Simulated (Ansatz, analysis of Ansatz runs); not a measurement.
# Interstitial O in bcc Nb, hop from an octahedral to the next octahedral site: migration barrier, LDA, part 2 of 2

How near does this set-up come to the measured migration barrier? Subject: interstitial O in bcc Nb, hop from an octahedral to the next octahedral site. Set-up: LDA, 32-site cell, LDA lattice, 420 eV, k: 4x4x4 Gamma-centred. The model is a cell of 32 host atoms with 1 O put in. The barrier is the energy of the highest image of a climbing band over the relaxed site that the atom leaves. A local or semilocal functional is the cheapest first rung.

Ansatz 0.2.0; LDA, 32-site cell, LDA lattice, 420 eV, k: 4x4x4 Gamma-centred.

So far: The structure; Relaxation, charge 0.

### Step 3. Nudged elastic band

A band of images joins the two ends; its highest image climbs to the saddle, whose energy over the site left is the barrier.

This step: plane-wave PAW DFT, LDA; nudged elastic band between two relaxed defect structures at fixed charge.

neb/input.yaml

```yaml
crystal:
  lattice:
    - [0.0, 6.49331439, 6.49331439]
    - [6.49331439, 0.0, 6.49331439]
    - [6.49331439, 6.49331439, 0.0]
  atoms:
    - { symbol: Nb, position: [-0.010611659, -0.010611659, 0.010611659] }
    - { symbol: Nb, position: [0.118908512, 0.118908512, 0.135423145] }
    - { symbol: Nb, position: [0.250201516, 0.250201516, 0.249798484] }
    - { symbol: Nb, position: [0.375, 0.375, 0.384739043] }
    - { symbol: Nb, position: [-0.000201516, -0.000201516, 0.500201516] }
    - { symbol: Nb, position: [0.118908512, 0.118908512, 0.626759832] }
    - { symbol: Nb, position: [0.218653126, 0.218653126, 0.781346874] }
    - { symbol: Nb, position: [0.375, 0.375, 0.865260957] }
    - { symbol: Nb, position: [0.001416492, 0.498541866, -0.001416492] }
    - { symbol: Nb, position: [0.133022927, 0.616977073, 0.125] }
    - { symbol: Nb, position: [0.251458134, 0.748583508, 0.251416492] }
    - { symbol: Nb, position: [0.376759832, 0.885423145, 0.368908512] }
    - { symbol: Nb, position: [0.001416492, 0.498541866, 0.501458134] }
    - { symbol: Nb, position: [0.134739043, 0.615260957, 0.625] }
    - { symbol: Nb, position: [0.251458134, 0.748583508, 0.748541866] }
    - { symbol: Nb, position: [0.373240168, 0.864576855, 0.881091488] }
    - { symbol: Nb, position: [0.498541866, 0.001416492, -0.001416492] }
    - { symbol: Nb, position: [0.616977073, 0.133022927, 0.125] }
    - { symbol: Nb, position: [0.748583508, 0.251458134, 0.251416492] }
    - { symbol: Nb, position: [0.885423145, 0.376759832, 0.368908512] }
    - { symbol: Nb, position: [0.498541866, 0.001416492, 0.501458134] }
    - { symbol: Nb, position: [0.615260957, 0.134739043, 0.625] }
    - { symbol: Nb, position: [0.748583508, 0.251458134, 0.748541866] }
    - { symbol: Nb, position: [0.864576855, 0.373240168, 0.881091488] }
    - { symbol: Nb, position: [0.499798484, 0.499798484, 0.000201516] }
    - { symbol: Nb, position: [0.631091488, 0.631091488, 0.114576855] }
    - { symbol: Nb, position: [0.760611659, 0.760611659, 0.239388341] }
    - { symbol: Nb, position: [0.875, 0.875, 0.383022927] }
    - { symbol: Nb, position: [0.531346874, 0.531346874, 0.468653126] }
    - { symbol: Nb, position: [0.631091488, 0.631091488, 0.623240168] }
    - { symbol: Nb, position: [0.750201516, 0.750201516, 0.749798484] }
    - { symbol: Nb, position: [0.875, 0.875, 0.866977073] }
    - { symbol: O, position: [0.375, 0.375, 0.625] }
basis:
  ecutwfc: 420
  xc_grid: 2
hamiltonian:
  xc: lda
kpoints:
  mp_grid: { grid: [4, 4, 4] }
scf:
  occupations: { method: methfessel_paxton, width: 0.1 }
  max_iter: 120
output:
  forces: true
neb:
  images: 3
  f_tol: 0.04
  climbing: true
  initial_path: idpp
  max_iterations: 45
  order_check: false
  final_atoms:
    - { symbol: Nb, position: [0.008720653, 0.001004801, -0.000977008] }
    - { symbol: Nb, position: [0.12589925, 0.125803285, 0.123821476] }
[... 1 atom line left out ...]
    - { symbol: Nb, position: [0.40704461, 0.344657924, 0.342676116] }
[... 2 atom lines left out ...]
    - { symbol: Nb, position: [0.250697734, 0.260743835, 0.739283958] }
    - { symbol: Nb, position: [0.37423961, 0.377462925, 0.872606519] }
[... 4 atom lines left out ...]
    - { symbol: Nb, position: [0.010436768, 0.501004801, 0.499022992] }
    - { symbol: Nb, position: [0.094350858, 0.657351677, 0.655369868] }
    - { symbol: Nb, position: [0.248937905, 0.757096291, 0.755114482] }
[... 1 atom line left out ...]
    - { symbol: Nb, position: [0.492674815, 0.001004801, -0.000977008] }
[... 1 atom line left out ...]
    - { symbol: Nb, position: [0.761120886, 0.24491331, 0.242931502] }
[... 1 atom line left out ...]
    - { symbol: Nb, position: [0.506789224, -0.009418351, 0.497263164] }
    - { symbol: Nb, position: [0.624281261, 0.127421274, 0.622564868] }
[... 6 atom lines left out ...]
    - { symbol: Nb, position: [0.490958699, 0.501004801, 0.499022992] }
[... 3 atom lines left out ...]
    - { symbol: O, position: [0.250697734, 0.501004801, 0.499022992] }
```

Launch:

```console
> ansatz run input.yaml --threads 4 --pin off --max-ram 14131MiB --backend cpu --events-out ev --progress --plain --runs-dir out
```

Numbers of over 12 decimals in the logs are rounded to 6 here.

Log:

```text
[...]
Warning: neb: disabling space-group detection — the band's intermediate images generally break the endpoint symmetry, so no spatial operation reduces the k-mesh or symmetrises the density, except that a semilocal band can use its path's symmetry ahead of [...]
[...]
NEB image 0
Crystal: 33 atoms, lattice volume = 547.557 Å³
Basis set: ecut = 420 eV, 10777 PW (Γ), exchange–correlation on 128×128×128 points (8 copies of the dense FFT grid, shifted against one another)
Bands: 254, of which v1, the nominal top of the filled ones, is band 211 counted from 1 (210 counted from 0)
Symmetry: 1 space group operations
k-points: 36 of 64 (time reversal used)
[...]
SCF iter   1: F=—  HF=-142719.969540 eV  |F-HF|=—  |Δ(HF+E_count)|=         —  Δρ=9.21e-3  dr2=4.19e-1  ethr=1.77e-3  ⟨swp⟩=5.5  Hψ=35918  notcnv=0
[...]
SCF iter   7: F=-142719.891911 eV  HF=-142719.891911 eV  |F-HF|=5.44e-9  |Δ(HF+E_count)|=   1.16e-7  S|Δr|=    0.00e0  Δρ=1.36e-6  dr2=1.08e-8  ethr=2.37e-11  ⟨swp⟩=4.0  Hψ=27339  notcnv=0
SCF 1 converged in 7 iterations: F = -142719.891911 eV  dr2 = 1.08e-8
[...]
NSCF: frozen V_eff on 36 k-points
NEB image 4
SCF iter   1: F=—  HF=-142719.969443 eV  |F-HF|=—  |Δ(HF+E_count)|=         —  Δρ=9.21e-3  dr2=4.19e-1  ethr=1.77e-3  ⟨swp⟩=5.5  Hψ=35924  notcnv=0
[...]
SCF iter   7: F=-142719.891911 eV  HF=-142719.891911 eV  |F-HF|=5.41e-9  |Δ(HF+E_count)|=   1.16e-7  S|Δr|=    0.00e0  Δρ=1.36e-6  dr2=1.08e-8  ethr=2.37e-11  ⟨swp⟩=4.0  Hψ=27339  notcnv=0
SCF 2 converged in 7 iterations: F = -142719.891911 eV  dr2 = 1.08e-8
[...]
NEB end point (image 0): max|allowed force component| = 1.661e-3 eV/Å (the criterion of neb.relax_end_points is 1.000e-2)
NEB end point (image 4): max|allowed force component| = 1.661e-3 eV/Å (the criterion of neb.relax_end_points is 1.000e-2)
NEB image 1
SCF iter   1: F=—  HF=-142719.043912 eV  |F-HF|=—  |Δ(HF+E_count)|=         —  Δρ=9.43e-3  dr2=4.77e-1  ethr=1.77e-3  ⟨swp⟩=5.9  Hψ=35642  notcnv=0
[...]
SCF iter   7: F=-142718.959322 eV  HF=-142718.959322 eV  |F-HF|=9.52e-9  |Δ(HF+E_count)|=   1.27e-7  S|Δr|=    0.00e0  Δρ=1.66e-6  dr2=1.76e-8  ethr=2.37e-11  ⟨swp⟩=4.0  Hψ=27457  notcnv=0
SCF 3 converged in 7 iterations: F = -142718.959322 eV  dr2 = 1.76e-8
NEB image 2
SCF iter   1: F=—  HF=-142718.257395 eV  |F-HF|=—  |Δ(HF+E_count)|=         —  Δρ=9.61e-3  dr2=4.83e-1  ethr=1.77e-3  ⟨swp⟩=5.7  Hψ=35526  notcnv=0
[...]
SCF iter   7: F=-142718.169644 eV  HF=-142718.169644 eV  |F-HF|=3.23e-9  |Δ(HF+E_count)|=   5.37e-8  S|Δr|=    0.00e0  Δρ=1.26e-6  dr2=7.25e-9  ethr=2.37e-11  ⟨swp⟩=4.0  Hψ=26107  notcnv=0
SCF 4 converged in 7 iterations: F = -142718.169644 eV  dr2 = 7.25e-9
NEB image 3
SCF iter   1: F=—  HF=-142719.187535 eV  |F-HF|=—  |Δ(HF+E_count)|=         —  Δρ=9.37e-3  dr2=4.51e-1  ethr=1.77e-3  ⟨swp⟩=5.7  Hψ=35474  notcnv=0
[...]
SCF iter   7: F=-142719.105677 eV  HF=-142719.105677 eV  |F-HF|=7.45e-9  |Δ(HF+E_count)|=   1.12e-7  S|Δr|=    0.00e0  Δρ=1.52e-6  dr2=1.37e-8  ethr=2.37e-11  ⟨swp⟩=4.0  Hψ=27325  notcnv=0
SCF 5 converged in 7 iterations: F = -142719.105677 eV  dr2 = 1.37e-8
NEB iter   1: max|band force component| = 3.490e0 eV/Å  barrier→ = 1.7223 eV  barrier← = 1.7223 eV  Δτ_max = 0.1921 Å  (35 SCF iters)
NEB image 1
[...]
SCF iter   7: F=-142718.972858 eV  HF=-142718.972858 eV  |F-HF|=1.16e-8  |Δ(HF+E_count)|=   4.15e-8  S|Δr|=    0.00e0  Δρ=1.76e-6  dr2=2.07e-8  ethr=2.37e-11  ⟨swp⟩=4.0  Hψ=25457  notcnv=0
SCF 6 converged in 7 iterations: F = -142718.972858 eV  dr2 = 2.07e-8
NEB image 2
[...]
SCF iter   7: F=-142718.157976 eV  HF=-142718.157976 eV  |F-HF|=3.11e-8  |Δ(HF+E_count)|=   1.17e-7  S|Δr|=    0.00e0  Δρ=2.28e-6  dr2=4.55e-8  ethr=2.37e-11  ⟨swp⟩=4.0  Hψ=27413  notcnv=0
SCF 7 converged in 7 iterations: F = -142718.157976 eV  dr2 = 4.55e-8
NEB image 3
[...]
SCF iter   7: F=-142719.007243 eV  HF=-142719.007243 eV  |F-HF|=2.32e-8  |Δ(HF+E_count)|=   7.95e-8  S|Δr|=    0.00e0  Δρ=1.98e-6  dr2=3.46e-8  ethr=2.37e-11  ⟨swp⟩=4.0  Hψ=26596  notcnv=0
SCF 8 converged in 7 iterations: F = -142719.007243 eV  dr2 = 3.46e-8
NEB iter   2: max|band force component| = 1.137e0 eV/Å  barrier→ = 1.7339 eV  barrier← = 1.7339 eV  Δτ_max = 0.0909 Å  (21 SCF iters)
NEB image 1
[...]
SCF iter   7: F=-142719.236505 eV  HF=-142719.236505 eV  |F-HF|=1.04e-8  |Δ(HF+E_count)|=   3.67e-8  S|Δr|=    0.00e0  Δρ=1.36e-6  dr2=1.55e-8  ethr=2.37e-11  ⟨swp⟩=4.0  Hψ=25161  notcnv=0
SCF 9 converged in 7 iterations: F = -142719.236505 eV  dr2 = 1.55e-8
NEB image 2
[...]
SCF iter   7: F=-142718.542524 eV  HF=-142718.542524 eV  |F-HF|=2.19e-8  |Δ(HF+E_count)|=   8.99e-8  S|Δr|=    0.00e0  Δρ=1.90e-6  dr2=3.17e-8  ethr=2.37e-11  ⟨swp⟩=4.0  Hψ=27117  notcnv=0
SCF 10 converged in 7 iterations: F = -142718.542524 eV  dr2 = 3.17e-8
NEB image 3
[...]
SCF iter   7: F=-142719.256602 eV  HF=-142719.256602 eV  |F-HF|=1.08e-8  |Δ(HF+E_count)|=   3.68e-8  S|Δr|=    0.00e0  Δρ=1.31e-6  dr2=1.56e-8  ethr=2.37e-11  ⟨swp⟩=4.0  Hψ=24769  notcnv=0
SCF 11 converged in 7 iterations: F = -142719.256602 eV  dr2 = 1.56e-8
NEB iter   3: max|band force component| = 8.230e-1 eV/Å  barrier→ = 1.3494 eV  barrier← = 1.3494 eV  Δτ_max = 0.0332 Å  (21 SCF iters)
[...]
NEB iter   4: max|band force component| = 4.079e-1 eV/Å  barrier→ = 1.3188 eV  barrier← = 1.3188 eV  CI = image 2  Δτ_max = 0.0527 Å  (18 SCF iters)
[...]
NEB iter   5: max|band force component| = 7.434e-2 eV/Å  barrier→ = 1.3003 eV  barrier← = 1.3003 eV  CI = image 2  Δτ_max = 0.0183 Å  (18 SCF iters)
[...]
NEB iter   6: max|band force component| = 3.837e-2 eV/Å  barrier→ = 1.2971 eV  barrier← = 1.2971 eV  CI = image 2  Δτ_max = 0.0088 Å  (16 SCF iters)
[...]
NEB iter   7: max|band force component| = 6.051e-2 eV/Å  barrier→ = 1.2962 eV  barrier← = 1.2962 eV  CI = image 2  Δτ_max = 0.0149 Å  (5 SCF iters)
[...]
NEB iter   8: max|band force component| = 4.161e-2 eV/Å  barrier→ = 1.2960 eV  barrier← = 1.2960 eV  CI = image 2  Δτ_max = 0.0019 Å  (16 SCF iters)
NEB image 1
[...]
SCF iter   5: F=-142719.265315 eV  HF=-142719.265315 eV  |F-HF|=4.48e-9  |Δ(HF+E_count)|=   4.95e-9  S|Δr|=    0.00e0  Δρ=9.32e-7  dr2=5.10e-9  ethr=8.67e-12  ⟨swp⟩=2.0  Hψ=25245  notcnv=0
SCF 25 converged in 5 iterations: F = -142719.265315 eV  dr2 = 5.10e-9
NEB image 2
[...]
SCF iter   4: F=-142718.595970 eV  HF=-142718.595970 eV  |F-HF|=1.59e-8  |Δ(HF+E_count)|=   1.64e-7  S|Δr|=    0.00e0  Δρ=2.24e-6  dr2=2.54e-8  ethr=2.37e-11  ⟨swp⟩=4.0  Hψ=27576  notcnv=0
SCF 26 converged in 4 iterations: F = -142718.595970 eV  dr2 = 2.54e-8
NEB image 3
[...]
SCF iter   5: F=-142719.265203 eV  HF=-142719.265203 eV  |F-HF|=2.09e-8  |Δ(HF+E_count)|=   3.49e-8  S|Δr|=    0.00e0  Δρ=1.62e-6  dr2=2.44e-8  ethr=2.37e-11  ⟨swp⟩=4.0  Hψ=24899  notcnv=0
SCF 27 converged in 5 iterations: F = -142719.265203 eV  dr2 = 2.44e-8
NEB image 1
[...]
NEB image 3
[...]
NEB image 2
[...]
NEB iter   9: max|band force component| = 1.488e-2 eV/Å  barrier→ = 1.2959 eV  barrier← = 1.2959 eV  CI = image 2  Δτ_max = 0.0000 Å  (14 SCF iters)
SCF converged after 4 iterations
[...]
Free energy (F): -142718.595970 eV
[...]
Internal energy: -142718.598088 eV  (E = F + TS)
E sigma→0 (E₀):  -142718.596500 eV
Entropy (-TS):   0.002118 eV (0.064 meV/atom)
Fermi energy:    18.811678 eV
[...]
--- Forces (eV/Å), atoms counted from 1 ---
  atom   1  Nb    -0.00043273    -0.00064533    -0.00056242
  atom   2  Nb     0.00046590    -0.00085857     0.00174004
  [... 1 atom left out ...]
  atom   4  Nb    -0.00117925     0.00130367     0.00027911
  [... 2 atoms left out ...]
  atom   7  Nb    -0.00003388    -0.00144751     0.00065188
  atom   8  Nb    -0.00039676     0.00009475     0.00084263
  [... 4 atoms left out ...]
  atom  13  Nb     0.00024362     0.00038907    -0.00006867
  atom  14  Nb     0.00106030     0.00113642     0.00051611
  [... 4 atoms left out ...]
  atom  19  Nb    -0.00068623     0.00009734     0.00031551
  [... 1 atom left out ...]
  atom  21  Nb     0.00055192     0.00037695    -0.00038404
  atom  22  Nb     0.00050452     0.00001399     0.00091041
  [... 6 atoms left out ...]
  atom  29  Nb     0.00020429    -0.00100791    -0.00083243
  [... 3 atoms left out ...]
  atom  33  O     -0.00035596     0.00154153    -0.00188349
  max |Σ_I F_I| component: 1.71e-4 eV/Å
--- Band table (eV; the first three rows and the last of 36) ---
[...]
[... further k-points left out ...]
this run last wrote the band of iteration 9 to <dir>; this run last wrote the band within `neb.f_tol` of iteration 6 to <dir>
--- NEB band (5 images, 9 band iterations, 164 SCF iterations) ---
  forward barrier  = 1.295941 eV
  backward barrier = 1.295941 eV
  lagrangian_above_aufbau_ev (what the smearing adds, to first order; not taken off the barriers): saddle image -0.003143 eV, end points +0.007139 and +0.007139 eV
  climbing image's point = of an order that was not read
  energies are F+E_penalty+E_count in eV, relative to image 0
  image     s (Å)  Δ vs image 0  max|band force component| (eV/Å)
      0    0.0000      0.000000                                 —
      1    0.5089      0.626597                          8.065e-3
  *   2    1.0179      1.295941                          1.983e-3
      3    1.5269      0.626708                          1.488e-2
      4    2.0358     -0.000000                                 —
  climbing-image geometry (image 2):
  cell:  # Å, volume = 547.5569 Å³
    - [0.0, 6.49331439, 6.49331439]
    - [6.49331439, 0.0, 6.49331439]
    - [6.49331439, 6.49331439, 0.0]
  atoms:
    - { symbol: Nb, position: [-0.001799, -0.002156, 0.002189] }
    - { symbol: Nb, position: [0.122316, 0.121156, 0.131604] }
    - { symbol: Nb, position: [0.250608, 0.247450, 0.245205] }
    - { symbol: Nb, position: [0.386763, 0.364059, 0.356720] }
    - { symbol: Nb, position: [-0.003951, 0.007543, 0.499783] }
    - { symbol: Nb, position: [0.123525, 0.124973, 0.625644] }
    - { symbol: Nb, position: [0.238922, 0.232702, 0.767307] }
    - { symbol: Nb, position: [0.374134, 0.376682, 0.876852] }
    - { symbol: Nb, position: [-0.000190, 0.501657, 0.000762] }
    - { symbol: Nb, position: [0.127417, 0.623410, 0.125785] }
    - { symbol: Nb, position: [0.251546, 0.752798, 0.247207] }
    - { symbol: Nb, position: [0.376508, 0.876756, 0.372642] }
    - { symbol: Nb, position: [-0.002008, 0.499302, 0.500702] }
    - { symbol: Nb, position: [0.107520, 0.643296, 0.635969] }
    - { symbol: Nb, position: [0.249218, 0.751018, 0.751355] }
    - { symbol: Nb, position: [0.375062, 0.868401, 0.878851] }
    - { symbol: Nb, position: [0.498283, 0.001766, -0.001758] }
    - { symbol: Nb, position: [0.627539, 0.123381, 0.121808] }
    - { symbol: Nb, position: [0.751569, 0.248670, 0.249002] }
    - { symbol: Nb, position: [0.882421, 0.375741, 0.371472] }
    - { symbol: Nb, position: [0.502199, -0.000736, 0.498364] }
    - { symbol: Nb, position: [0.627668, 0.123147, 0.623331] }
    - { symbol: Nb, position: [0.749093, 0.252614, 0.747396] }
    - { symbol: Nb, position: [0.874133, 0.374375, 0.875035] }
    - { symbol: Nb, position: [0.503359, 0.500223, -0.007542] }
    - { symbol: Nb, position: [0.625896, 0.627380, 0.123249] }
    - { symbol: Nb, position: [0.753035, 0.752687, 0.247345] }
    - { symbol: Nb, position: [0.876596, 0.874233, 0.376617] }
    - { symbol: Nb, position: [0.518181, 0.511966, 0.488037] }
    - { symbol: Nb, position: [0.629622, 0.628532, 0.624263] }
    - { symbol: Nb, position: [0.743254, 0.754791, 0.752559] }
    - { symbol: Nb, position: [0.872705, 0.878215, 0.876644] }
    - { symbol: O, position: [0.312868, 0.438046, 0.561982] }
```

Wall time 87 min (4 threads of Arm Neoverse V1, shared host); peak memory 10 GiB.

In the SCF lines HF is the Harris–Foulkes energy and dr2 the Hartree energy of the density residual, in eV; the loop may stop once dr2 is under the threshold and the program's other checks hold. Hψ counts applications of the Hamiltonian.

Images along the path:

```
image  path (Å)  energy (eV)     O33: x, y, z (Å)
    0     0.000       0.0000  6.493, 6.493, 4.870
    1     0.509       0.6266  6.493, 6.095, 4.873
    2     1.018       1.2959  6.493, 5.681, 4.876
    3     1.527       0.6267  6.494, 5.266, 4.879
    4     2.036       0.0000  6.493, 4.868, 4.881
```

This step gave:

| Item | Value |
| --- | --- |
| free energy | -142718.5960 eV |
| smearing term TS | -0.002118 eV |
| barrier forward | 1.296 eV |
| barrier backward | 1.296 eV |

### Step 4. What came out

| Property | Result |
| --- | --- |
| migration barrier (saddle less minimum) | 1.30 eV |
| energy difference of the two ends | 0.00 eV |
| length of the hop | 1.63 Å |
| time of the whole chain | 1.6 h on 4 threads |

Migration barrier: computed 1.30 eV, measured 1.11 eV; 0.19 eV above the measurement. The measured number is an Arrhenius activation energy of long-range diffusion; for H it holds zero-point energy and, in bcc metals near room temperature, tunnelling. One hop between neighbouring sites is computed at the host's lattice.

[Logs are printed without paths, hosts, clocks, repeated set-up lines and the standing remarks that a program may print on its own settings, such as how far it seeks lower states.]

[Hosts, paths, dates, database ids (printed as entryN), source tags and the programs' standing remarks are cut or masked in the printed files.]

[For some hosts the program warned that the k-mesh of the response run may be too coarse for force constants and the static dielectric constant; such warnings are not shown here.]
